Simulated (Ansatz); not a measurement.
# V_B-C_P in BP (F-43m): charge-transition levels and formation energies

Aim: at which Fermi levels does V_B-C_P in BP (F-43m) change its charge? The model is a cell of 54 host atoms with 1 site emptied and C put on another atom's site.

Calculated with Ansatz 0.2.0; place-levels on r2SCAN runs: charge-transition levels and formation energies with image-charge correction and potential alignment at the atomic sites; PAW set soft_1.

**1. Set-up**

The cell holds 53 atoms: 26 B, 26 P and 1 C. Its edges and angles: a = 9.623 Å, b = 9.623 Å, c = 9.623 Å, α = 60.0°, β = 60.0°, γ = 60.0°. It derives from BP (space group F-43m). Nearest the centre at fractional (0.625, 0.292, 0.625): C22 at 0.98 Å, P24 at 2.47 Å, P40 at 2.47 Å, P28 at 2.47 Å, B41 at 2.47 Å, B45 at 2.47 Å, B29 at 2.47 Å, B5 at 3.35 Å.

Screening for the image-charge correction: ε∞ = 9.31, ε0 = 9.42, computed on the host (DFPT, PBEsol, on the r2SCAN cell), and a cell off the functional's own equilibrium shifts the ionic part.

The cell's shortest repeat is 9.6 Å.

**2. What was run first**

Levels follow from differences of total energies between charge states, each relaxed by itself.

Random displacements of about 0.05 Å break the site symmetry at the start, so that the relaxation can reach a distorted minimum if there is one. Forces are taken on a 2×2×2 shifted mesh. The cell holds 3 electrons more than the neutral one, with a uniform background that keeps it neutral on the whole. The electron count is odd, so at least one spin is unpaired; this run locks the moment at 1 μB.

The sampling was tested on the host first: at the k-points planned (1x1x1 shifted 0.25 0.25 0.25) its energy lies 0.152 eV an atom from the dense-mesh value, so the final energies take a denser sampling.

One of the inputs; charge, spin and start change from state to state.

Input file qm3_M1.relax/input.yaml:

```yaml
crystal:
  lattice:
    - [0.0, 6.80455623, 6.80455623]
    - [6.80455623, 0.0, 6.80455623]
    - [6.80455623, 6.80455623, 0.0]
  atoms:
    - { symbol: B, position: [0.0, 0.0, 0.0] }
    - { symbol: P, position: [0.25, 0.25, 0.25] }
[... 2 atom lines left out ...]
    - { symbol: B, position: [0.0, 0.0, 0.66666667] }
    - { symbol: P, position: [0.25, 0.25, 0.91666667] }
[... 2 atom lines left out ...]
    - { symbol: B, position: [0.0, 0.33333333, 0.33333333] }
    - { symbol: P, position: [0.25, 0.58333333, 0.58333333] }
    - { symbol: B, position: [0.0, 0.33333333, 0.66666667] }
[... 10 atom lines left out ...]
    - { symbol: C, position: [0.58333333, 0.25, 0.58333333] }
[... 1 atom line left out ...]
    - { symbol: P, position: [0.58333333, 0.25, 0.91666667] }
    - { symbol: B, position: [0.33333333, 0.33333333, 0.0] }
    - { symbol: P, position: [0.58333333, 0.58333333, 0.25] }
[... 1 atom line left out ...]
    - { symbol: P, position: [0.58333333, 0.58333333, 0.58333333] }
    - { symbol: B, position: [0.33333333, 0.33333333, 0.66666667] }
[... 5 atom lines left out ...]
    - { symbol: B, position: [0.33333333, 0.66666667, 0.66666667] }
    - { symbol: P, position: [0.58333333, 0.91666667, 0.91666667] }
    - { symbol: B, position: [0.66666667, 0.0, 0.0] }
    - { symbol: P, position: [0.91666667, 0.25, 0.25] }
[... 1 atom line left out ...]
    - { symbol: P, position: [0.91666667, 0.25, 0.58333333] }
    - { symbol: B, position: [0.66666667, 0.0, 0.66666667] }
[... 3 atom lines left out ...]
    - { symbol: B, position: [0.66666667, 0.33333333, 0.33333333] }
[... 4 atom lines left out ...]
    - { symbol: B, position: [0.66666667, 0.66666667, 0.33333333] }
    - { symbol: P, position: [0.91666667, 0.91666667, 0.58333333] }
[... 1 atom line left out ...]
    - { symbol: P, position: [0.91666667, 0.91666667, 0.91666667] }
  host:
    repeats: [3, 3, 3]
    atoms:
      - { symbol: B, position: [0.0, 0.0, 0.0] }
      - { symbol: P, position: [0.75, 0.75, 0.75] }
total_charge: -3
basis:
  ecutwfc: 500
  xc_grid: 2
hamiltonian:
  xc: r2scan
  pseudopotentials: { kind: paw, azcp: { folder: soft_1 } }
kpoints:
  mp_grid: { grid: [2, 2, 2], shift: [0.5, 0.5, 0.5] }
magnetization:
  spin_polarized: true
  initial_magnetization: 1
  spin_locking: { lock_magnetization: hard }
scf:
  occupations: { method: fixed }
  max_iter: 80
output:
  forces: true
  charged_corrections:
    epsilon: 9.31
    static_epsilon: 9.42
    defect_position: [0.625, 0.291667, 0.625]
relax:
  f_tol: 0.02
  max_steps: 80
  random_displacement: { amplitude: 0.05, seed: 8922 }
checkpoint:
  write: "../qm3_M1.relax.run"
  compress: false
  write_wavefunctions: true
  write_every: 100000
```

The run is started by

```bash
> ansatz run input.yaml --threads 4 --pin off --max-ram 7536MiB --backend cpu --events-out ev --progress --plain --runs-dir out
```

The run of this state that the levels use, under r2SCAN:

Input file qm3_M1.point/input.yaml:

```yaml
crystal:
  checkpoint: "../qm3_M1.relax.run"
  host: checkpoint
total_charge: -3
basis:
  ecutwfc: 500
  xc_grid: 2
hamiltonian:
  xc: r2scan
  pseudopotentials: { kind: paw, azcp: { folder: soft_1 } }
kpoints:
  mp_grid: { grid: [2, 2, 2], shift: [0.5, 0.5, 0.5] }
magnetization:
  spin_polarized: true
  initial_magnetization: 1
  spin_locking: { lock_magnetization: hard }
scf:
  occupations: { method: fermi_dirac, width: 0.01 }
  max_iter: 80
output:
  forces: true
  eigenvalues: true
  charged_corrections:
    epsilon: 9.31
    static_epsilon: 9.42
    defect_position: [0.625, 0.291667, 0.625]
  eigenstates: { localisation: true }
  populations: true
  efg: {}
checkpoint:
  read: "../qm3_M1.relax.run"
  write: "../qm3_M1.point.run"
  compress: false
  write_wavefunctions: false
  write_every: 100000
```

Relaxations under r2SCAN at a 2×2×2 shifted mesh; times on 4 threads of Arm Neoverse V2, shared host:

```
charge  moment (μB)  occupations        outcome  steps  largest displacement against the far atoms (Å)     time
    −3            1        fixed      converged      6                                            0.40  4.8 min
    −2            0        fixed  not converged      3                                               -  3.2 min
    −2            0  fermi-dirac      converged      6                                            0.44  2.8 min
    −2            2        fixed      converged     10                                            0.41  8.4 min
    −1            1        fixed      converged      7                                            0.44  6.2 min
     0            0        fixed      converged      6                                            0.46  2.4 min
     0            2        fixed      converged      9                                            0.45    8 min
    +1            1        fixed      converged      6                                            0.45  6.3 min
```

Single points under r2SCAN at a 2×2×2 shifted mesh; times on 4 threads of Arm Neoverse V2, shared host:

```
charge  moment (μB)  occupations    outcome     time
    −3            1  fermi-dirac  converged     46 s
    −2            0  fermi-dirac  converged     22 s
    −2            2  fermi-dirac  converged  1.9 min
    −1            1  fermi-dirac  converged     46 s
     0            0  fermi-dirac  converged     46 s
     0            2  fermi-dirac  converged     68 s
    +1            1  fermi-dirac  converged   12 min
```

Distances (Å) from the ideal centre to the nearest atoms after relaxation with r2SCAN:

```
charge  moment (μB)      1.      2.      3.      4.      5.      6.
    −3            1  C 1.38  B 2.27  B 2.28  B 2.29  P 2.42  P 2.43
    −2            0  C 1.42  B 2.27  B 2.28  B 2.28  P 2.45  P 2.45
    −2            2  C 1.39  B 2.28  B 2.29  B 2.29  P 2.46  P 2.46
    −1            1  C 1.42  B 2.28  B 2.28  B 2.29  P 2.48  P 2.49
     0            0  C 1.43  B 2.28  B 2.28  B 2.28  P 2.53  P 2.53
     0            2  C 1.43  B 2.28  B 2.28  B 2.28  P 2.52  P 2.52
    +1            1  C 1.43  B 2.28  B 2.28  B 2.29  P 2.57  P 2.57
```

(Continued in part 2 of 2.)

[Logs are printed without paths, hosts, clocks, repeated set-up lines and the standing remarks that a program may print on its own settings, such as how far it seeks lower states.]

[Hosts, paths, dates, database ids (printed as entryN), source tags and the programs' standing remarks are cut or masked in the printed files.]

[Where a table of states has a column of steps, it counts the stored structures, which are thinned; the runs took as many ionic steps or more.]

[A defect's name tells the site on which it was built; relaxed atoms can leave that site.]

[For some hosts the program warned that the k-mesh of the response run may be too coarse for force constants and the static dielectric constant; such warnings are not shown here.]
